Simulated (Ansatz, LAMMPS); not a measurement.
# Forces and charges in Li+ triflate in propylene carbonate and dimethoxyethane at 330 K (166 atoms), part 2 of 2

Wanted: forces, charges and levels of Li+ triflate in propylene carbonate and dimethoxyethane at 330 K (166 atoms).

Ansatz 0.2.0; Kohn-Sham DFT, LDA, PAW (set soft_2), plane waves.

The cell: 42 C, 30 O, 84 H, 2 S, 6 F and 2 Li. The network of contacts between molecules at the start is that of the classical potential that made the cell. The functional has no dispersion term. The density was typed from a rule of thumb and may lie off the real one at this temperature. The Brillouin zone is sampled at Γ only, in a cell whose shortest periodic width is 12 Å.

So far: The starting structure; The classical run that made the cell; Plane-wave single point.

### 3. Plane-wave single point (continued)

Electrostatic potential energy in the bc plane at fractional x = 0.179, with atoms of C and H and O and F within 0.2 Å of it. With pseudopotentials it is smooth inside the atoms' cores, unlike the true potential.

Ten even steps from '0' (-35 eV) to '9' (6 eV), each cell a mean:
```
99999999999999999999999999999999999
99999899999999999999999999999999999
99999999999999999999999878999999999
99999999999999999999998417999999999
99999998899999999999999778999999999
89999985048899999999999999999999987
69999997421364799999999999999999840
78999999600033799999999999999998622
78999999633588999999999999999998622
89999999758999999999999999999998415
99999999999999965799999999999999768
99999999999999500189999999999999999
99999999952266300289999999999999999
99999999810010004899999999999999999
88999999963340005899999999999999999
87899999999886567899999999999999999
88898899999998888899999999999999998
77888899999999998999999999999999998
31378899999999999999999999999999998
00068999999999999999999999999999996
42589988999999999999999999999999998
99999962599999999999999999999999999
99999975799999999999999999999999999
99999999999999999999999999999999999
```
Columns run along b (12.3 Å; values clipped at the 3rd and 97th percentile), rows up along c (12.3 Å). Atoms in or near the plane, at fractional coordinates: C at (0.29, 0.69), H at (0.23, 0.75), H at (0.69, 0.84), O at (0.03, 0.18), H at (0.21, 0.08), H at (0.97, 0.72), H at (0.95, 0.59), C at (0.41, 0.41), F at (0.30, 0.43), F at (0.46, 0.50).

Mean intrinsic-atomic-orbital charges: C -0.11, F -0.26, H +0.18, Li +0.75, O -0.50, S +2.23 e.

### 4. Structure statistics

Bonds and neighbours are counted at the geometry of the runs.

Density 1.12 g/cm³, 11.30 Å³ an atom.

g(r), total and by pair (bins of 0.2 Å):

```tsv
r (Å)	total	H-H	H-C	H-O	H-F	H-Li	H-S
1.00	1.75	0.00	6.85	0.00	0.00	0.00	0.00
1.20	2.22	0.00	7.85	0.00	0.00	0.00	0.00
1.40	1.49	0.00	0.00	0.00	0.00	0.00	0.00
1.60	0.27	0.23	0.00	0.00	0.00	0.00	0.00
1.80	1.03	3.81	0.00	0.00	0.00	0.00	0.00
2.00	1.02	0.38	0.45	4.00	0.00	0.00	0.00
2.20	1.27	0.81	1.98	1.03	0.00	0.00	0.00
2.40	0.92	1.27	0.47	0.50	0.53	0.00	0.00
2.60	0.83	0.99	0.94	1.03	0.85	0.00	0.00
2.80	0.70	0.81	0.57	1.17	1.14	0.60	0.00
3.00	0.70	0.89	0.61	0.62	0.67	0.99	0.50
3.20	0.91	0.82	1.12	1.10	0.87	1.75	0.43
3.40	0.85	1.00	0.88	0.75	1.02	1.15	0.76
3.60	0.86	0.90	1.01	0.80	0.92	1.69	0.00
3.80	0.90	1.04	0.77	0.78	1.23	1.53	1.53
4.00	1.00	0.99	1.32	0.74	0.65	0.81	0.84
4.20	1.06	1.17	1.03	1.05	1.00	0.49	1.00
4.40	1.08	1.05	1.14	1.12	1.07	0.24	2.05
4.60	1.06	1.25	0.93	1.02	1.12	0.64	0.42
4.80	1.07	0.97	1.08	1.17	0.71	0.38	2.33
5.00	1.10	0.94	0.97	1.12	1.43	1.59	1.25
5.20	1.08	1.00	1.05	1.02	1.48	0.99	1.15
5.40	1.05	0.98	1.06	1.01	1.17	0.76	1.08
5.60	1.04	0.96	1.10	1.06	0.95	1.12	0.41
5.80	0.98	0.96	1.01	1.06	0.97	0.39	1.58
6.00	0.99	0.97	1.04	0.98	0.91	1.23	1.49
```

Bonds by pair of elements; cutoffs follow the first minimum of g(r), held within bounds set by covalent radii, and pairs that aren't listed don't count as bonded:

```tsv
pair A-B	cutoff (Å)	bonds	mean length (Å)	spread (Å)	shortest (Å)	B about A	A about B
H-C	1.34	84	1.1	0.027	1.01	1	2
C-C	1.85	14	1.51	0.025	1.49	0.667	0.667
C-O	1.73	44	1.39	0.062	1.22	1.05	1.47
C-F	1.62	6	1.35	0.035	1.29	0.143	1
C-S	2.21	2	1.84	0.01	1.83	0.048	1
O-Li	2.27	8	1.97	0.101	1.87	0.267	4
O-S	1.88	6	1.46	0.013	1.44	0.2	3
```

How many atoms have how many bonded neighbours:

```tsv
element	mean	1	2	3	4
C	3.90	0	0	4	38
F	1	6	0	0	0
H	1	84	0	0	0
Li	4	0	0	0	2
O	1.93	6	20	4	0
S	4	0	0	0	2
```

Bond angles, per cent of each kind in bins of 5°:

```tsv
angle (°)	H-C-O	H-C-H	C-C-H	C-C-O	C-O-C
95–100	0.0	4.7	0.0	12.5	0.0
100–105	15.3	17.2	15.4	16.7	15.0
105–110	48.6	31.2	36.5	37.5	65.0
110–115	29.2	34.4	30.8	29.2	15.0
115–120	5.6	10.9	17.3	4.2	5.0
120–125	1.4	1.6	0.0	0.0	0.0
```

Bond angles (no mean is given where the spread exceeds 20°):

```tsv
angle	count	mean (°)	spread (°)
H-C-O	72	109	4.2
H-C-H	64	109	4.9
C-C-H	52	110	4.5
C-C-O	24	108	5.2
C-O-C	20	108	3.1
```

Bond length by coordination (bonds to H left out):

```tsv
element	coordination	atoms	mean bond length (Å)
C	3	4	1.31
C	4	38	1.47
O	1	6	1.39
O	2	20	1.45
O	3	4	1.63
```

Rings of the network by King's shortest-path rule, up to 12 atoms, one path for each pair of neighbours; H, halogens, alkali and alkaline-earth atoms are left out, and the last column divides by all other atoms, bonded or not:

```tsv
ring size (atoms)	rings	per network atom
5	4	0.054
```

For some of the pairs, g(r) has its first main peak near 1.8 Å (H-H), 1.1 Å (H-C) and 2.1 Å (H-O). With the cutoffs above, 90 % of C atoms have 4, all F atoms have 1, all H atoms have 1 and all Li atoms have 4 bonded neighbours. The H-C-O angle averages 109° with a spread of 4°. All rings counted have 5 atoms.

The surroundings of S158, one of the 2 S atoms, nearest first, numbered as they follow in the input and with coordinates relative to it.

```tsv
atom	x	y	z	distance (Å)	bonds	intrinsic-atomic-orbital charge (e)	Fx	Fy	Fz (eV/Å)
S158	0.00	0.00	0.00	0.00	4	2.24	0.18	2.46	0.62
O157	-1.38	0.18	0.40	1.45	2	-0.94	-0.52	-0.81	-0.09
O159	0.89	-0.05	1.15	1.46	2	-0.97	0.62	-0.37	0.17
O160	0.39	1.01	-0.99	1.46	1	-0.92	0.17	-1.44	-0.10
C161	0.18	-1.71	-0.68	1.85	4	0.56	-2.18	-1.36	-0.19
F164	-0.67	-1.80	-1.77	2.60	1	-0.27	1.01	-0.16	1.39
F163	1.39	-1.96	-1.07	2.63	1	-0.22	0.58	0.08	-0.19
F162	-0.16	-2.72	0.24	2.73	1	-0.28	0.31	1.94	-1.46
Li165	-2.42	1.74	0.88	3.11	4	0.75	0.11	0.00	-0.16
Li166	2.46	0.91	1.70	3.12	4	0.75	0.08	-0.38	0.36
H147	2.08	-0.02	-2.71	3.42	1	0.19	0.80	0.67	0.04
O139	3.24	0.45	-1.08	3.45	2	-0.29	0.23	1.73	0.33
O141	2.77	2.16	0.34	3.53	2	-0.50	0.96	-0.57	-1.24
O102	-1.19	3.23	0.88	3.55	2	-0.50	2.12	1.81	-2.15
C140	3.02	1.74	-0.78	3.57	3	0.65	-1.31	1.18	0.25
```

The column of bonds counts only the pairs H-C within 1.34 Å, C-C within 1.85 Å, C-O within 1.73 Å, C-F within 1.62 Å, C-S within 2.21 Å, O-Li within 2.27 Å, O-S within 1.88 Å; other neighbours, such as metal atoms beside each other in a compound, aren't counted, and periodic images can show an atom twice.

### 5. Summary of results

| Quantity | Value |
| --- | --- |
| free energy per atom | -211.2034 eV/atom |
| pressure | -1.046 GPa |
| r.m.s. force component | 0.9126 eV/Å |
| gap (highest filled to lowest empty level) | 3.821 eV |
| wall time of the 1 DFT run | 7.7 s |

In words: Between filled and empty levels lie 3.82 eV (at Γ alone); a local or semilocal functional tends to put such gaps too low. In a disordered cell it changes from sample to sample and from frame to frame. With the cutoffs above, 90 % of C atoms have 4, all F atoms have 1, all H atoms have 1 and all Li atoms have 4 bonded neighbours.

Caveats: The force components of 0.91 eV/Å r.m.s. come partly from thermal motion and partly from the difference between the classical potential and DFT, above all in bond lengths inside molecules. The pressure of a single frame lacks the kinetic term.

[Logs are printed without paths, hosts, clocks, repeated set-up lines and the standing remarks that a program may print on its own settings, such as how far it seeks lower states.]

[Hosts, paths, dates, database ids (printed as entryN), source tags and the programs' standing remarks are cut or masked in the printed files.]
